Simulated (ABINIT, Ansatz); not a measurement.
# BaNaH6Ir (F-43m): G0W0 with ABINIT, start to end

Aim: the G0W0 gap of BaNaH6Ir (F-43m) on LDA, step by step.

Method: LDA and many-body steps on it, plane waves, in ABINIT 10.8.3.

### Step 1. The structure

Symmetry: F-43m, No. 216, cubic system. The conventional cell has a = 7.845 Å, b = 7.845 Å, c = 7.845 Å, α = 90.00°, β = 90.00°, γ = 90.00°. Nearest to Na lie 12 H at 2.79 Å. Nearest to Ba lie 12 H at 2.79 Å. Nearest to H lie 1 Ir at 1.69 Å and 4 H at 2.39 Å and 2 Ba at 2.79 Å and 2 Na at 2.79 Å. Nearest to Ir lie 6 H at 1.69 Å. Farther neighbours are not listed.

The cell and positions are those that the Materials Project relaxed with its own functionals (PBE, PBE+U or r2SCAN), kept fixed. Spin-orbit coupling is left out unless a step names it.

### Step 2. Ground state

This step: ABINIT 10.8.3; DFT, LDA, plane waves, norm-conserving pseudopotentials.

The ground-state density comes first.

The input, run.abi:

```
acell 3*1.0 Angstrom
rprim 
  -0.000000000000 3.922549000000 3.922549000000
  3.922549000000 -0.000000000000 3.922549000000
  3.922549000000 3.922549000000 -0.000000000000
ntypat 4
znucl 11 56 1 77
natom 9
typat 1 2 3 3 3 3 3 3 4
xred 
  0.250000000000 0.250000000000 0.250000000000
  0.750000000000 0.750000000000 0.750000000000
  0.784973000000 0.215027000000 0.215027000000
  0.215027000000 0.784973000000 0.215027000000
  0.784973000000 0.784973000000 0.215027000000
  0.215027000000 0.784973000000 0.784973000000
  0.784973000000 0.215027000000 0.784973000000
  0.215027000000 0.215027000000 0.784973000000
  -0.000000000000 -0.000000000000 -0.000000000000
pp_dirpath "pseudos"
pseudos "Na.upf, Ba.upf, H.upf, Ir.upf"
ecut 38
ngkpt 4 4 4
nshiftk 1
shiftk 0 0 0
kptopt 1
chksymbreak 0
nband 29
occopt 1
tolvrs 1e-10
nstep 60
prtwf 0
optforces 0
optstress 0
indata_prefix "in"
outdata_prefix "out"
tmpdata_prefix "tmp"
```

The run is started by

```console
$ OMP_NUM_THREADS=1 mpirun -n 4 abinit run.abi > log
```

Numbers of over 12 decimals in the logs are rounded to 6 here.

The log of the run:

```text
.Version 10.8.3 of ABINIT. v10.8.2 released Aug 2026.

 Symmetries : space group F-4 3 m (#216); Bravais cF (face-center cubic)
================================================================================
 Values of the parameters that define the memory need of the present run
     intxc =       0    ionmov =       0      iscf =       7    lmnmax =       8
     lnmax =       8     mgfft =      60  mpssoang =       4    mqgrid =    3001
     natom =       9  nloc_mem =       1    nspden =       1   nspinor =       1
    nsppol =       1      nsym =      24    n1xccc =    2501    ntypat =       4
    occopt =       1   xclevel =       1
-    mband =          29        mffmem =           1         mkmem =           2
       mpw =        9141          nfft =      216000          nkpt =           8
================================================================================
  Rough estimation (10% accuracy) of disk space for files :
================================================================================

--------------------------------------------------------------------------------
------------- Echo of variables that govern the present computation ------------
--------------------------------------------------------------------------------
 -outvars: echo values of preprocessed input variables --------
            acell      1.8897261259E+00  1.8897261259E+00  1.8897261259E+00 Bohr

      chksymbreak           0
             ecut      3.80000000E+01 Hartree
-          fftalg         312

              ixc       -1012
              kpt      0.00000000E+00  0.00000000E+00  0.00000000E+00
                       2.50000000E-01  0.00000000E+00  0.00000000E+00
                       5.00000000E-01  0.00000000E+00  0.00000000E+00
                       2.50000000E-01  2.50000000E-01  0.00000000E+00
                       5.00000000E-01  2.50000000E-01  0.00000000E+00
                      -2.50000000E-01  2.50000000E-01  0.00000000E+00
                       5.00000000E-01  5.00000000E-01  0.00000000E+00
                      -2.50000000E-01  5.00000000E-01  2.50000000E-01
         kptrlatt        4    0    0      0    4    0      0    0    4
          kptrlen      4.19316772E+01
P           mkmem           2
            natom           9
            nband          29
            ngfft          60      60      60
             nkpt           8
            nstep          60
             nsym          24
           ntypat           4
              occ      2.000000  2.000000  2.000000  2.000000  2.000000  2.000000
                       2.000000  2.000000  2.000000  2.000000  2.000000  2.000000
                       2.000000  2.000000  2.000000  2.000000  2.000000  2.000000
                       2.000000  2.000000  2.000000  0.000000  0.000000  0.000000
                       0.000000  0.000000  0.000000  0.000000  0.000000
        optforces           0
        optstress           0
            prtwf           0
            rprim     -0.0000000000E+00  3.9225490000E+00  3.9225490000E+00
                       3.9225490000E+00 -0.0000000000E+00  3.9225490000E+00
                       3.9225490000E+00  3.9225490000E+00 -0.0000000000E+00
          spgroup         216

           tolvrs      1.00000000E-10

             xred      2.5000000000E-01  2.5000000000E-01  2.5000000000E-01
                       7.5000000000E-01  7.5000000000E-01  7.5000000000E-01
[...]
znucl       11.00000   56.00000    1.00000   77.00000

================================================================================

 chkinp: Checking input parameters for consistency.

================================================================================
== DATASET  1 ==================================================================
-   mpi_nproc: 4, omp_nthreads: 1 (-1 if OMP is not activated)

--- !DatasetInfo
iteration_state: {dtset: 1, }
dimensions: {natom: 9, nkpt: 8, mband: 29, nsppol: 1, nspinor: 1, nspden: 1, mpw: 9141, }
cutoff_energies: {ecut:  38.0, pawecutdg:  -1.0, }
electrons: {nelect:   4.20000000E+01, charge:   0.00000000E+00, occopt:   1.00000000E+00, tsmear:   1.00000000E-02, }

 Real(R)+Recip(G) space primitive vectors, cartesian coordinates (Bohr,Bohr^-1):
 R(1)=  0.0000000  7.4125433  7.4125433  G(1)= -0.0674532  0.0674532  0.0674532
 R(2)=  7.4125433  0.0000000  7.4125433  G(2)=  0.0674532 -0.0674532  0.0674532
 R(3)=  7.4125433  7.4125433  0.0000000  G(3)=  0.0674532  0.0674532 -0.0674532
 Unit cell volume ucvol=  8.1457622E+02 bohr^3
 Angles (23,13,12)=  6.00000000E+01  6.00000000E+01  6.00000000E+01 degrees

 getcut: wavevector=  0.0000  0.0000  0.0000  ngfft=  60  60  60
         ecut(hartree)=     38.000   => boxcut(ratio)=   2.06259

--- Pseudopotential description ------------------------------------------------
- Na Generated using ONCVPSP code by D. R. Hamann
- 11.00000   9.00000  180309                  znucl, zion, pspdat
12 -1012 1 -1 1968                            pspcod,pspxc,lmax,lloc,mmax
     nproj     2     2     0     0
  pspatm : epsatm=    9.37365322
         --- l  ekb(1:nproj) -->
[...]
pspatm: atomic psp has been read  and splines computed

- Ba Generated using ONCVPSP code by D. R. Hamann
- 56.00000  10.00000  180309                  znucl, zion, pspdat
[...]
pspatm : epsatm=    0.35439867
         --- l  ekb(1:nproj) -->
[...]
1   -0.275071
 pspatm: atomic psp has been read  and splines computed

- Ir Generated using ONCVPSP code by D. R. Hamann
- 77.00000  17.00000  180309                  znucl, zion, pspdat
12 -1012 3 -1 1296                            pspcod,pspxc,lmax,lloc,mmax
     nproj     2     2     2     2
  pspatm : epsatm=   27.56253566
         --- l  ekb(1:nproj) -->
[...]
pspatm: atomic psp has been read  and splines computed

   2.73060070E+03                                ecore*ucvol(ha*bohr**3)
--------------------------------------------------------------------------------

_setup2: Arith. and geom. avg. npw (full set) are    9106.297    9106.272

================================================================================

--- !BeginCycle
iteration_state: {dtset: 1, }
solver: {iscf: 7, nstep: 60, nline: 4, wfoptalg: 0, }
tolerances: {tolvrs: 1.00E-10, }

     iter   Etot(hartree)      deltaE(h)  residm     vres2
 ETOT  1  -192.18138624668    -1.922E+02 8.507E-02 1.306E+03
 ETOT  2  -192.34325169518    -1.619E-01 1.506E-03 1.899E+02
 ETOT  3  -192.34325739565    -5.700E-06 1.661E-03 2.696E+02
 ETOT  4  -192.36976708154    -2.651E-02 5.310E-04 2.532E+00
 ETOT  5  -192.36985726771    -9.019E-05 4.587E-04 4.296E-01
 ETOT  6  -192.36989037193    -3.310E-05 1.396E-04 3.287E-02
 ETOT  7  -192.36989220368    -1.832E-06 4.499E-04 1.420E-03
 ETOT  8  -192.36989232303    -1.194E-07 1.692E-04 8.149E-05
 ETOT  9  -192.36989232767    -4.640E-09 3.047E-04 1.731E-05
 ETOT 10  -192.36989232884    -1.174E-09 8.544E-05 1.497E-07
 ETOT 11  -192.36989232884     5.969E-12 1.531E-04 2.073E-09
 ETOT 12  -192.36989232884    -2.416E-12 3.713E-05 2.497E-11

 At SCF step   12       vres2   =  2.50E-11 < tolvrs=  1.00E-10 =>converged.

--- !ResultsGS
iteration_state: {dtset: 1, }
comment   : Summary of ground state results
lattice_vectors:
- [ -0.0000000,   7.4125433,   7.4125433, ]
- [  7.4125433,  -0.0000000,   7.4125433, ]
- [  7.4125433,   7.4125433,  -0.0000000, ]
lattice_lengths: [  10.48292,   10.48292,   10.48292, ]
lattice_angles: [ 60.000,  60.000,  60.000, ] # degrees, (23, 13, 12)
lattice_volume:   8.1457622E+02
convergence: {deltae: -2.416E-12, res2:  2.497E-11, residm:  3.713E-05, diffor:  0.000E+00, }
etotal    :  -1.92369892E+02
entropy   :   0.00000000E+00
fermie    :   6.32716535E-02
cartesian_stress_tensor: null
pressure_GPa: null
xred      :
- [  2.5000E-01,   2.5000E-01,   2.5000E-01, Na]
- [  7.5000E-01,   7.5000E-01,   7.5000E-01, Ba]
- [  7.8497E-01,   2.1503E-01,   2.1503E-01,  H]
- [  2.1503E-01,   7.8497E-01,   2.1503E-01,  H]
- [  7.8497E-01,   7.8497E-01,   2.1503E-01,  H]
- [  2.1503E-01,   7.8497E-01,   7.8497E-01,  H]
- [  7.8497E-01,   2.1503E-01,   7.8497E-01,  H]
- [  2.1503E-01,   2.1503E-01,   7.8497E-01,  H]
- [  0.0000E+00,   0.0000E+00,   0.0000E+00, Ir]
cartesian_forces: null
force_length_stats: {min: null, max: null, mean: null, }

 Integrated electronic density in atomic spheres:
 ------------------------------------------------
 Atom  Sphere_radius  Integrated_density
[...]
================================================================================

 ----iterations are completed or convergence reached----

 Mean square residual over all n,k,spin=   22.809E-08; max=  37.130E-06
 reduced coordinates (array xred) for    9 atoms
[...]
0.784973000000      0.784973000000      0.215027000000
       0.215027000000      0.784973000000      0.784973000000
       0.784973000000      0.215027000000      0.784973000000
       0.215027000000      0.215027000000      0.784973000000
       0.000000000000      0.000000000000      0.000000000000
 rms dE/dt=  0.0000E+00; max dE/dt=  0.0000E+00; dE/dt below (all hartree)
    1       0.000000000000      0.000000000000      0.000000000000
    2       0.000000000000      0.000000000000      0.000000000000
    3       0.000000000000      0.000000000000      0.000000000000
    4       0.000000000000      0.000000000000      0.000000000000
    5       0.000000000000      0.000000000000      0.000000000000
    6       0.000000000000      0.000000000000      0.000000000000
    7       0.000000000000      0.000000000000      0.000000000000
    8       0.000000000000      0.000000000000      0.000000000000
    9       0.000000000000      0.000000000000      0.000000000000

 cartesian coordinates (angstrom) at end:
    1      1.961275     1.961275     1.961275
[...]
5      3.922549     3.922549     6.158190
    6      6.158190     3.922549     3.922549
    7      3.922549     6.158190     3.922549
    8      3.922549     3.922549     1.686908
    9      0.000000     0.000000     0.000000
 length scales=  1.889726125908  1.889726125908  1.889726125908 bohr
              =  1.000000000000  1.000000000000  1.000000000000 angstroms
 prteigrs : about to open file out_EIG
 Fermi (or HOMO) energy (hartree) =   0.06327   Average Vxc (hartree)=  -0.33360
 Eigenvalues (hartree) for nkpt=   8  k points:
 kpt#   1, nband= 29, wtk=  0.01563, kpt=  0.0000  0.0000  0.0000 (reduced coord)
  -3.24339   -1.76371   -1.65433   -1.65433   -1.65433   -0.86907   -0.75301   -0.75301
  -0.75301   -0.32587   -0.32587   -0.32587   -0.13955   -0.07003   -0.07003    0.02216
   0.02216    0.02216    0.06327    0.06327    0.06327    0.22335    0.25256    0.25256
   0.32128    0.32128    0.32128    0.38478    0.39076
 prteigrs : prtvol=0 or 1, do not print more k-points.

--- !EnergyTerms
iteration_state     : {dtset: 1, }
comment             : Components of total free energy in Hartree
kinetic             :  6.94536846386780E+01
hartree             :  6.32436161928059E+01
xc                  : -3.66775702260894E+01
Ewald energy        : -9.98539828989247E+01
psp_core            :  3.35217333845558E+00
local_psp           : -1.85936150208315E+02
non_local_psp       : -5.95166316545121E+00
total_energy        : -1.92369892328840E+02
total_energy_eV     : -5.23465144225786E+03
band_energy         : -2.81656260928599E+01

== END DATASET(S) ==============================================================
================================================================================

 -outvars: echo values of variables after computation  --------
           etotal     -1.9236989233E+02
            nband          29
             nkpt           8
          spgroup         216
 [... the other variables as echoed above ...]

 Calculation completed.
```

The job ended after 33 s (4 MPI ranks of AMD EPYC 7R32 (Zen 2), shared host; peak memory 0.53 GiB; 2.2 min of CPU time).

This step gave:

```yaml
total_energy: -5234.6514 eV
gap: 2.990 eV
k_of_the_valence_top: 0, 0, 0
k_of_the_conduction_bottom: 0.5, 0.5, 0
least_direct_gap: 3.020 eV
```

The gap is indirect, with the least direct gap 0.03 eV higher.

(Continued in part 2 of 3.)

[Paths, hosts, dates, memory and timing lines, banners, echoed tables and standing remarks are left out of the program output.]

[Logs are printed without paths, hosts, clocks, repeated set-up lines and the standing remarks that a program may print on its own settings, such as how far it seeks lower states.]

[Runs of the session that timed out or met a known fault of the program may be left out.]

[Hosts, paths, dates, database ids (printed as entryN), source tags and the programs' standing remarks are cut or masked in the printed files.]

[G0W0 gaps are taken among the corrected bands and points alone; a level outside them can change the order at an edge.]

[Where Ansatz stands beside ABINIT at settings called matched, ABINIT's density can come from a denser mesh and the files from another edition; pairs whose starting gaps differed by over 0.03 eV were left out, so agreement reads better than it is.]
